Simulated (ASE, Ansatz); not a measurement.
# Localised basis functions on h-BN/Zr2CO2 MXene heterobilayer (59 atoms)

Aim: test how closely localised support functions follow the reference on h-BN/Zr2CO2 MXene heterobilayer (59 atoms), and at what cost. A setting counts as converged where the r.m.s. difference of forces stays under 1 % of the r.m.s. force.

Main program and level: Ansatz 0.2.0; Kohn-Sham DFT, PBE+D3(BJ), PAW (set soft_2), plane waves.

**1. The structure**

The cell holds 59 atoms: 12 B, 12 N, 7 C, 14 Zr and 14 O. Its edges and angles: a = 8.716 Å, b = 8.716 Å, c = 21.680 Å, α = 90.0°, β = 90.0°, γ = 120.0°. It derives from BN and Zr2CO2. 12 cells of h-BN (a = 2.504 Å, strained +0.48 %) and 7 cells of Zr2CO2 MXene (a = 3.31 Å, -0.48 %) on one hexagonal cell, twist 10.89 deg; facing planes 3.08 Å apart; 14 Å of vacuum; displaced by a Gaussian of 0.01 Å. Regions: layer 1, 24 atoms (12 B and 12 N); layer 2, 35 atoms (7 C, 14 Zr and 14 O). Vacuum lies along c.

Coordinates:

```cif
data_structure
_symmetry_space_group_name_H-M 'P 1'
_symmetry_Int_Tables_number 1
_cell_length_a 8.7158
_cell_length_b 8.7158
_cell_length_c 21.6800
_cell_angle_alpha 90.000
_cell_angle_beta 90.000
_cell_angle_gamma 120.000
_cell_volume 1426.28
loop_
_atom_site_label
_atom_site_type_symbol
_atom_site_fract_x
_atom_site_fract_y
_atom_site_fract_z
_atom_site_occupancy
B1 B 0.16724 0.66643 0.32300 1
N2 N 0.16616 0.50017 0.32382 1
B3 B 0.33288 0.00068 0.32287 1
N4 N 0.33176 0.83144 0.32209 1
B5 B 0.16772 0.16779 0.32328 1
N6 N 0.16634 0.99897 0.32241 1
B7 B 0.33448 0.49992 0.32334 1
N8 N 0.33449 0.33292 0.32271 1
B9 B 0.49942 0.83091 0.32329 1
N10 N 0.50048 0.66727 0.32271 1
B11 B 0.49868 0.33410 0.32276 1
N12 N 0.49994 0.16886 0.32229 1
B13 B 0.66645 0.66765 0.32311 1
N14 N 0.66739 0.50057 0.32211 1
B15 B 0.83409 0.99990 0.32312 1
N16 N 0.83677 0.83500 0.32265 1
B17 B 0.66653 0.16571 0.32284 1
N18 N 0.66908 0.00038 0.32291 1
B19 B 0.83203 0.50251 0.32293 1
N20 N 0.83373 0.33012 0.32295 1
B21 B 0.99966 0.83473 0.32251 1
N22 N 0.00049 0.66608 0.32248 1
B23 B 0.00052 0.33484 0.32327 1
N24 N 0.00176 0.16904 0.32294 1
C25 C 0.88108 0.88116 0.57136 1
Zr26 Zr 0.07134 0.11882 0.63406 1
Zr27 Zr 0.11694 0.92891 0.50790 1
O28 O 0.11762 0.92625 0.67741 1
O29 O 0.07047 0.11775 0.46482 1
C30 C 0.02356 0.30919 0.57043 1
Zr31 Zr 0.21230 0.54950 0.63385 1
Zr32 Zr 0.26085 0.35559 0.50762 1
O33 O 0.26194 0.35779 0.67674 1
O34 O 0.21560 0.54902 0.46492 1
C35 C 0.16617 0.74023 0.57017 1
Zr36 Zr 0.35607 0.97615 0.63414 1
Zr37 Zr 0.40485 0.78690 0.50870 1
O38 O 0.40470 0.78684 0.67752 1
O39 O 0.35908 0.97792 0.46540 1
C40 C 0.30870 0.16376 0.57031 1
Zr41 Zr 0.50030 0.40511 0.63381 1
Zr42 Zr 0.54602 0.21302 0.50768 1
O43 O 0.54757 0.21561 0.67647 1
O44 O 0.49934 0.40505 0.46441 1
C45 C 0.45089 0.59602 0.57061 1
Zr46 Zr 0.64210 0.83487 0.63425 1
Zr47 Zr 0.69076 0.64159 0.50740 1
O48 O 0.68776 0.64115 0.67782 1
O49 O 0.64039 0.83172 0.46518 1
C50 C 0.59412 0.02456 0.57080 1
Zr51 Zr 0.78304 0.26109 0.63405 1
Zr52 Zr 0.83254 0.07085 0.50745 1
O53 O 0.83205 0.07210 0.67640 1
O54 O 0.78586 0.26021 0.46475 1
C55 C 0.73512 0.45028 0.57092 1
Zr56 Zr 0.92518 0.69079 0.63423 1
Zr57 Zr 0.97349 0.50071 0.50807 1
O58 O 0.97374 0.50061 0.67679 1
O59 O 0.93127 0.69163 0.46493 1
```

Limits known from the start: Beside vacuum, support functions can miss their usual error bounds without a warning.

**2. Plane-wave single point**

This run is the reference for what follows, at a cutoff of 420 eV.

input.yaml reads:

```yaml
crystal:
  lattice:
    - [8.7158, 0.0, 0.0]
    - [-4.3579, 7.5481, 0.0]
    - [0.0, 0.0, 21.68]
  atoms:
    - { symbol: B, position: [0.16724, 0.66643, 0.323] }
    - { symbol: "N", position: [0.16616, 0.50017, 0.32382] }
    - { symbol: B, position: [0.33288, 0.00068, 0.32287] }
    - { symbol: "N", position: [0.33176, 0.83144, 0.32209] }
    [... 49 atom lines left out ...]
    - { symbol: O, position: [0.78586, 0.26021, 0.46475] }
    - { symbol: C, position: [0.73512, 0.45028, 0.57092] }
    - { symbol: Zr, position: [0.92518, 0.69079, 0.63423] }
    - { symbol: Zr, position: [0.97349, 0.50071, 0.50807] }
    - { symbol: O, position: [0.97374, 0.50061, 0.67679] }
    - { symbol: O, position: [0.93127, 0.69163, 0.46493] }
kpoints:
  mp_grid: { grid: [2, 2, 1] }
hamiltonian:
  xc: pbe
  dispersion: d3bj
scf:
  occupations: { method: fermi_dirac, width: 0.05 }
output:
  forces: true
  populations: intrinsic
  dos:
    method: { smearing: { sigma: 0.1 } }
    de: 0.1
    projected:
      site_lists:
        B: [B]
        C: [C]
        "N": ["N"]
        O: [O]
        Zr: [Zr]
        layer_1: [0, 1, 2, 3, 4, 5, 6, 7, 8, 9, 10, 11, 12, 13, 14, 15, 16, 17, 18, 19, 20, 21, 22, 23]
        layer_2: [24, 25, 26, 27, 28, 29, 30, 31, 32, 33, 34, 35, 36, 37, 38, 39, 40, 41, 42, 43, 44, 45, 46, 47, 48, 49, 50, 51, 52, 53, 54, 55, 56, 57, 58]
  eigenvalues: true
  write_density: true
  write_potential: true
  volumetric_format: npy
```

Started as:

```bash
$ ansatz run input.yaml --threads 4 --pin off --max-ram 8192MiB --backend cpu --events-out ev --progress --plain --runs-dir out
```

Numbers of over 12 decimals in the logs are rounded to 6 here.

Log:

```text
Engine: ansatz 0.2.0, x86_64-unknown-linux-gnu
Pseudopotentials: kind: paw
Pseudopotential: B, paw, valence charge 3, recommended cutoff 420 eV (normal), B.paw.azcp
Pseudopotential: N, paw, valence charge 5, recommended cutoff 420 eV (normal), N.paw.azcp
Pseudopotential: C, paw, valence charge 4, recommended cutoff 420 eV (normal), C.paw.azcp
Pseudopotential: Zr, paw, valence charge 12, recommended cutoff 420 eV (normal), Zr.paw.azcp
Pseudopotential: O, paw, valence charge 6, recommended cutoff 420 eV (normal), O.paw.azcp
[... 5 lines on functional and potentials left out ...]
Crystal: 59 atoms, lattice volume = 1426.278 Å³
Basis set: ecut = 420 eV, 27919 PW (Γ), exchange–correlation on 120×120×300 points (8 copies of the dense FFT grid, shifted against one another)
Bands: 247, of which v1, the nominal top of the filled ones, is band 188 counted from 1 (187 counted from 0)
Symmetry: 1 space group operations
Space group: P1 (ITA 1), of the structure as read, at distance tolerance 1.1e-4 Å
k-points: 4
[... 11 lines on functional and potentials left out ...]
Initial density: superposition of atomic densities (neutral atoms: chi_scale 0, normalization atom), corrected by the library's trained network
Initial wavefunctions: pseudopotential atomic-orbital guess
Functional: x = pbe(κ = 0.804, μ = 0.219515), c = pbe(β = 0.066725)
SCF iter   1: F=—  HF=-74836.797925 eV  |F-HF|=—  |Δ(HF+E_count)|=         —  Δρ=3.74e-3  dr2=4.00e-1  ethr=1.77e-3  ⟨swp⟩=8.0  Hψ=4667  notcnv=0  defer=49
preconditioner: auto → Resta (q_TF=auto, 2.185 Å⁻¹)  ε∞=3.2  [insulator: Δε(μ)=1.057 eV  Ē_g=10.839 eV  σ=0.050 eV  W_gap=1.00  n_scr=212 (ndim 8)  ℏωp=16.0 eV  f_vac=0.510  D(μ)=0.00/eV (n_scr^D=0)  ε∞_Penn≈3.2  vacuum switching on, ρ_ref=8.5e-3 e/Å³]
SCF iter   2: F=—  HF=-74836.744542 eV  |F-HF|=—  |Δ(HF+E_count)|=   5.34e-2  Δρ=1.87e-3  dr2=1.06e-1  ethr=1.06e-4  ⟨swp⟩=2.0  Hψ=1606  notcnv=0  defer=194
SCF iter   3: F=—  HF=-74836.733682 eV  |F-HF|=—  |Δ(HF+E_count)|=   1.09e-2  Δρ=1.12e-3  dr2=4.04e-2  ethr=2.81e-5  ⟨swp⟩=2.0  Hψ=1257  notcnv=0  defer=194
SCF iter   4: F=—  HF=-74836.730861 eV  |F-HF|=—  |Δ(HF+E_count)|=   2.82e-3  Δρ=7.98e-4  dr2=1.49e-2  ethr=1.07e-5  ⟨swp⟩=2.0  Hψ=1235  notcnv=0  defer=194
SCF iter   5: F=—  HF=-74836.728680 eV  |F-HF|=—  |Δ(HF+E_count)|=   2.18e-3  Δρ=1.92e-4  dr2=1.07e-3  ethr=3.97e-6  ⟨swp⟩=2.0  Hψ=1406  notcnv=0  defer=192
SCF iter   6: F=—  HF=-74836.728451 eV  |F-HF|=—  |Δ(HF+E_count)|=   2.30e-4  Δρ=1.77e-4  dr2=5.56e-4  ethr=2.85e-7  ⟨swp⟩=2.0  Hψ=1322  notcnv=0  defer=192
SCF iter   7: F=—  HF=-74836.728381 eV  |F-HF|=—  |Δ(HF+E_count)|=   6.92e-5  Δρ=4.16e-5  dr2=2.53e-5  ethr=1.48e-7  ⟨swp⟩=2.0  Hψ=1322  notcnv=0  defer=192
SCF iter   8: F=—  HF=-74836.729144 eV  |F-HF|=—  |Δ(HF+E_count)|=   7.62e-4  Δρ=1.25e-5  dr2=2.84e-6  ethr=6.72e-9  ⟨swp⟩=2.8  Hψ=1352  notcnv=0  defer=192
SCF iter   9: F=—  HF=-74836.729143 eV  |F-HF|=—  |Δ(HF+E_count)|=   1.56e-7  Δρ=6.13e-6  dr2=5.30e-7  ethr=7.55e-10  ⟨swp⟩=2.2  Hψ=1359  notcnv=0  defer=192
SCF iter  10: F=-74836.729144 eV  HF=-74836.729144 eV  |F-HF|=2.95e-7  |Δ(HF+E_count)|=   4.31e-7  Δρ=2.17e-6  dr2=5.31e-8  ethr=2.66e-11  ⟨swp⟩=21.5  Hψ=9514  notcnv=0
SCF 1 converged in 10 iterations: F = -74836.729144 eV  dr2 = 5.31e-8
  greatest PAW one-centre occupation: 0.995 electrons in one spin orbital (limit 2), on the Zr atom at site 26 (counted from 0), in its partial waves of l = 0
WARN: The output density's exchange-correlation potential varies sharply where the density is thin. Do not read a vacuum level from v_tot or v_xc, or from such a field of the output density. On a cell that repeats whose density bears no net charge and no dipole along the vacuum's axis use v_es (v_loc + v_h of the components); [...]
SCF converged after 10 iterations
Free energy (F): -74836.729144 eV
Harris-Foulkes:  -74836.729144 eV  (|F-HF|=2.95e-7)
Internal energy: -74836.729090 eV  (E = F + TS)
E sigma→0 (E₀):  -74836.729117 eV
Entropy (-TS):   -0.000054 eV (-0.001 meV/atom)
Fermi energy:    2.183613 eV
--- Per-component energies (eV) ---
  E_band       = -4719.412695
  E_kinetic    = 9961.727472
  E_local      = -239558.061815  (includes V_loc(G=0)·N_el)
  E_nonlocal   = 2621.426827
  E_hartree    = 114993.672454
  E_xc         = -4764.583092
  E_vxc        = -5813.289228  (∫ρ·V_xc dr)
  E_paw        = -46724.951798  (= ΣΔE_a)
  E_vpaw       = -1918.584914  (= ΣTr[D̂ρ^β])
  E_aug_tail   = 0.035909  (compensation charges beyond the density's cutoff)
  E_ewald      = 88644.813583
  E_disp       = -10.808630  (pairwise vdW)
  E_smearing   = -0.000054  (= −TS)
  E_closure    = 0.000000  (closes the sum)
  Σ components = -74836.729144   (vs F -74836.729144, Δ=0.00e0)
--- Forces (eV/Å), atoms counted from 1 ---
  atom   1  B     -0.39702265    -0.22763580    -0.05779912
  atom   2  N      0.82396624     0.07852254    -0.14752222
  atom   3  B      0.42145851    -0.27497846    -0.12349045
  atom   4  N      0.57123102     0.87066905     0.19908072
  atom   5  B     -0.18602132    -0.44650808    -0.13915721
  atom   6  N     -0.17134455     0.70786837     0.16752550
  atom   7  B     -0.63948202    -0.09264191    -0.06422190
  atom   8  N     -0.74582839     0.42683711     0.13358813
  atom   9  B     -0.31996213     1.09888373    -0.20088011
  atom  10  N      0.20632837    -0.52011804     0.15862122
  atom  11  B      0.96139076     0.05954889    -0.06822705
  atom  12  N      0.36556130    -0.70451411     0.17032644
  atom  13  B      0.71237491     0.11802282    -0.20724025
  atom  14  N     -0.93885974     0.26564441     0.18700910
[...]
atom  58  O      0.09083811    -0.02419260    -0.08831229
  atom  59  O     -0.33798124    -0.13049139     0.03538882
  max |Σ_I F_I| component: 3.21e-4 eV/Å
--- Band table (eV) ---
  k-point 0: bands = ["-46.9289", "-46.8919", "-46.8589", "-46.8550", [... 231 levels ...], "6.5902", "6.7343", "7.2079", "7.2329", "7.3571", "7.5119", "7.5210", "7.5242", "7.5351", "7.5575", "7.5722", "8.2124"]
[...]
--- intrinsic populations: 59 sites ---
  site symbol       q [e]
     0      B      2.6208
     1      N      5.3858
     2      B      2.6104
[...]
58      O      6.6561
  spilling = 0.000000 (of n_electrons = 376.000000)
```

The job ended after 18 s (4 threads of AMD EPYC 9R45, shared host; peak memory 6.6 GiB).

In the SCF lines HF is the Harris–Foulkes energy and dr2 the Hartree energy of the density residual, in eV; the loop may stop once dr2 is under the threshold and the program's other checks hold. Hψ counts applications of the Hamiltonian.

The program notes that the exchange-correlation potential is rough where the density is thin.

Numbers from this run:

* free energy: -74836.7291 eV
* free energy per atom: -1268.4191 eV/atom
* SCF cycles: 10
* r.m.s. force component: 0.4287 eV/Å
* longest force: 1.943 eV/Å
* Fermi energy: 2.184 eV
* gap (highest filled to lowest empty level): 0.9986 eV
* potential in mid-vacuum, over the Fermi level: 5.081 eV
* potential 4.5 Å over the upper face: 5.077 eV
* potential 4.5 Å under the lower face: 5.084 eV

The r.m.s. force component of 0.43 eV/Å sets the scale for the differences below.

**3. Support functions medium**

The cell is solved in localised support functions. Besides, the program derives a nominal cutoff of 464 eV for this run, against the reference's 420.

This step: Kohn-Sham DFT, PBE+D3(BJ), PAW (set soft_2), localised support functions (medium) (Ansatz 0.2.0).

input.yaml, the sections that differ from step 2:

```yaml
scf:
  occupations: { method: fermi_dirac, width: 0.05 }
  eigensolver: { kind: { support_functions: { accuracy: medium } } }
  mixing: { beta: 0.2 }
  max_iter: 150
output:
  forces: true
# crystal, kpoints, hamiltonian: as in step 2
```

Log:

```text
Warning: scf.eigensolver.kind.support_functions: disabling space-group detection — the functions' gradient is summed over unrotated k-points, so no spatial operation reduces the k-mesh or symmetrises the density; time reversal is kept, so that k and −k are solved as one point where they differ and the mesh holds both, and exact exchange and, on two spinor components, a DFT+U term hold to it where the run has them: [...]
Warning: basis.ecutwfc = 464 eV, auto-derived: no grid that the accuracy of the support functions lays serves the files at the lower one that their records recommend; a deck with other species or settings can derive another value
settings of this run that can trade accuracy for cost: scf.eigensolver.kind.support_functions [...]
[...]
Crystal: 59 atoms, lattice volume = 1426.278 Å³
Basis set: ecut = 464 eV, 32429 PW (Γ), exchange–correlation on 128×128×320 points (8 copies of the dense FFT grid, shifted against one another)
Bands: 226, of which v1, the nominal top of the filled ones, is band 188 counted from 1 (187 counted from 0)
Symmetry: 1 space group operations
k-points: 4
[...]
SCF iter   1: F=—  HF=-74871.717863 eV  |F-HF|=—  |Δ(HF+E_count)|=         —  Δρ=1.14e-1  dr2=2.22e2  ethr=1.00e-1
[...]
SCF iter  16: F=—  HF=-74836.936101 eV  |F-HF|=—  |Δ(HF+E_count)|=   6.10e-4  Δρ=2.28e-5  dr2=6.98e-6  ethr=3.13e-9  κ⁻¹=1.4e-5(r=7)
SCF iter  17: F=-74836.936102 eV  HF=-74836.936101 eV  |F-HF|=1.57e-6  |Δ(HF+E_count)|=   2.79e-7  Δρ=9.49e-6  dr2=1.12e-6  ethr=1.86e-9
SCF 1 converged in 17 iterations: F = -74836.946004 eV  dr2 = 1.12e-6
[...]
SCF converged after 17 iterations
Stability not checked: this state was not tested for a lower state beside it, because the mixer in use, unlike msr1, does not test its closes by its own steps (another_mixer; see scf.mixing.algorithm and scf.lower_state_search)
Free energy (F): -74836.946004 eV
[...]
Internal energy: -74836.945950 eV  (E = F + TS)
E sigma→0 (E₀):  -74836.945977 eV
Entropy (-TS):   -0.000054 eV (-0.001 meV/atom)
Fermi energy:    2.184014 eV
[...]
Σ components = -74836.946004   (vs F -74836.946004, Δ=0.00e0)
--- Forces (eV/Å), atoms counted from 1 ---
  atom   1  B     -0.39698222    -0.22752101    -0.05761619
  atom   2  N      0.82366173     0.07839533    -0.14751678
  atom   3  B      0.42113705    -0.27493670    -0.12353251
  atom   4  N      0.57143482     0.87051381     0.19901330
[...]
atom  59  O     -0.33752912    -0.13049411     0.03761418
  max |Σ_I F_I| component: 3.19e-3 eV/Å
--- Band table (eV) ---
[...]
guard bands above this table: 33 of the run's 226 bands (output.publish_guard_bands: true publishes all)
[...]
```

It took 62 s on 4 threads; peak memory 3.8 GiB.

The program notes that the band table was not solved further than the SCF left it and it switched symmetry off.

Keys that differ from the reference: support_functions.accuracy = "medium", scf.max_iter = 150 and scf.mixing.beta = 0.2.

Forces differ from the reference by 1.1 meV/Å r.m.s., 0.25 % of their size, well within a tolerance of 1 %; the energy by -3.7 meV/atom. It took 62 s and 17 cycles; the reference's time can't be set against it, since the two runs asked for unlike analyses.

**4. Support functions low**

The cell is solved in localised support functions.

This step: Kohn-Sham DFT, PBE+D3(BJ), PAW (set soft_2), localised support functions (low) (Ansatz 0.2.0).

input.yaml, the sections that differ from step 3:

```yaml
scf:
  occupations: { method: fermi_dirac, width: 0.05 }
  eigensolver: { kind: { support_functions: { accuracy: low } } }
  mixing: { beta: 0.2 }
  max_iter: 150
# crystal, kpoints, hamiltonian, output: as in step 3
```

Log:

```text
[...]
Crystal: 59 atoms, lattice volume = 1426.278 Å³
Basis set: ecut = 420 eV, 27919 PW (Γ), exchange–correlation on 128×128×320 points (8 copies of the dense FFT grid, shifted against one another)
Bands: 226, of which v1, the nominal top of the filled ones, is band 188 counted from 1 (187 counted from 0)
Symmetry: 1 space group operations
k-points: 4
[...]
SCF iter   1: F=—  HF=-74871.718231 eV  |F-HF|=—  |Δ(HF+E_count)|=         —  Δρ=1.14e-1  dr2=2.22e2  ethr=1.00e-1
[...]
SCF iter  15: F=—  HF=-74836.934682 eV  |F-HF|=—  |Δ(HF+E_count)|=   7.47e-4  Δρ=3.39e-5  dr2=1.19e-5  ethr=1.03e-8  κ⁻¹=1.1e-5(r=7)
SCF iter  16: F=-74836.935312 eV  HF=-74836.935313 eV  |F-HF|=1.47e-6  |Δ(HF+E_count)|=   6.31e-4  Δρ=2.31e-5  dr2=7.10e-6  ethr=3.16e-9
SCF 1 converged in 16 iterations: F = -74836.945517 eV  dr2 = 7.10e-6
[...]
SCF converged after 16 iterations
[...]
Free energy (F): -74836.945517 eV
[...]
Internal energy: -74836.945463 eV  (E = F + TS)
E sigma→0 (E₀):  -74836.945490 eV
Entropy (-TS):   -0.000054 eV (-0.001 meV/atom)
Fermi energy:    2.184037 eV
[...]
Σ components = -74836.945517   (vs F -74836.945517, Δ=0.00e0)
--- Forces (eV/Å), atoms counted from 1 ---
  atom   1  B     -0.39692985    -0.22744993    -0.05767282
  atom   2  N      0.82376624     0.07843233    -0.14748328
  atom   3  B      0.42133943    -0.27482300    -0.12351054
  atom   4  N      0.57147820     0.87060568     0.19908987
[...]
atom  59  O     -0.33753219    -0.13045933     0.03756678
  max |Σ_I F_I| component: 2.69e-3 eV/Å
--- Band table (eV) ---
[...]
```

The job ended after 57 s (4 threads; peak memory 3.6 GiB; 3.6 min of CPU time).

Keys that differ from the reference: support_functions.accuracy = "low", scf.max_iter = 150 and scf.mixing.beta = 0.2.

Forces differ from the reference by 1.0 meV/Å r.m.s., 0.24 % of their size, well within a tolerance of 1 %; the energy by -3.7 meV/atom. It took 57 s and 16 cycles; the reference's time can't be set against it, since the two runs asked for unlike analyses.

**5. Support functions medium, radius 3.51 Å**

The radius confines each support function; a larger one gives more freedom and more work per atom. Besides, the program derives a nominal cutoff of 464 eV for this run, against the reference's 420.

This step: Kohn-Sham DFT, PBE+D3(BJ), PAW (set soft_2), localised support functions (medium) (Ansatz 0.2.0).

input.yaml, the sections that differ from step 4:

```yaml
scf:
  occupations: { method: fermi_dirac, width: 0.05 }
  eigensolver: { kind: { support_functions: { accuracy: medium, radius: 3.51 } } }
  mixing: { beta: 0.2 }
  max_iter: 150
# crystal, kpoints, hamiltonian, output: as in step 4
```

Log:

```text
[...]
Crystal: 59 atoms, lattice volume = 1426.278 Å³
Basis set: ecut = 464 eV, 32429 PW (Γ), exchange–correlation on 128×128×320 points (8 copies of the dense FFT grid, shifted against one another)
Bands: 226, of which v1, the nominal top of the filled ones, is band 188 counted from 1 (187 counted from 0)
Symmetry: 1 space group operations
k-points: 4
[...]
Eigensolver: Support functions (medium, 48×48×120 points, laid for a spacing of at most 0.183426 Å, radius 3.510000 Å, 40 sites without an atom, 2 species' potentials softened for the grid, 5 wholly corrected for its errors in the mean over positions, 5 with the egg-box correction, energy correction by stochastic trace)
[...]
SCF iter   1: F=—  HF=-74870.823377 eV  |F-HF|=—  |Δ(HF+E_count)|=         —  Δρ=1.14e-1  dr2=2.22e2  ethr=1.00e-1
[...]
SCF iter  16: F=—  HF=-74836.932839 eV  |F-HF|=—  |Δ(HF+E_count)|=   7.80e-4  Δρ=1.71e-5  dr2=4.03e-6  ethr=2.52e-9  κ⁻¹=1.4e-5(r=7)
SCF iter  17: F=-74836.932841 eV  HF=-74836.932840 eV  |F-HF|=1.34e-6  |Δ(HF+E_count)|=   8.47e-7  Δρ=9.26e-6  dr2=1.03e-6  ethr=1.07e-9
SCF 1 converged in 17 iterations: F = -74836.945957 eV  dr2 = 1.03e-6
[...]
SCF converged after 17 iterations
[...]
Free energy (F): -74836.945957 eV
[...]
Internal energy: -74836.945903 eV  (E = F + TS)
E sigma→0 (E₀):  -74836.945930 eV
Entropy (-TS):   -0.000054 eV (-0.001 meV/atom)
Fermi energy:    2.184107 eV
[...]
Σ components = -74836.945957   (vs F -74836.945957, Δ=0.00e0)
--- Forces (eV/Å), atoms counted from 1 ---
  atom   1  B     -0.39729032    -0.22734353    -0.05764718
  atom   2  N      0.82365273     0.07828721    -0.14764178
  atom   3  B      0.42111531    -0.27469579    -0.12326152
  atom   4  N      0.57170332     0.87036650     0.19904961
[...]
atom  59  O     -0.33742397    -0.13055345     0.03750215
  max |Σ_I F_I| component: 7.07e-4 eV/Å
--- Band table (eV) ---
[...]
```

Elapsed: 59 s, on 4 threads; peak memory 3.7 GiB.

Keys that differ from the reference: support_functions.accuracy = "medium", support_functions.radius = 3.51, scf.max_iter = 150 and scf.mixing.beta = 0.2.

Forces differ from the reference by 1.1 meV/Å r.m.s., 0.27 % of their size, well within a tolerance of 1 %; the energy by -3.7 meV/atom. It took 59 s and 17 cycles; the reference's time can't be set against it, since the two runs asked for unlike analyses.

[end of part 1 of 3]

[Logs are printed without paths, hosts, clocks, repeated set-up lines and the standing remarks that a program may print on its own settings, such as how far it seeks lower states.]

[Hosts, paths, dates, database ids (printed as entryN), source tags and the programs' standing remarks are cut or masked in the printed files.]
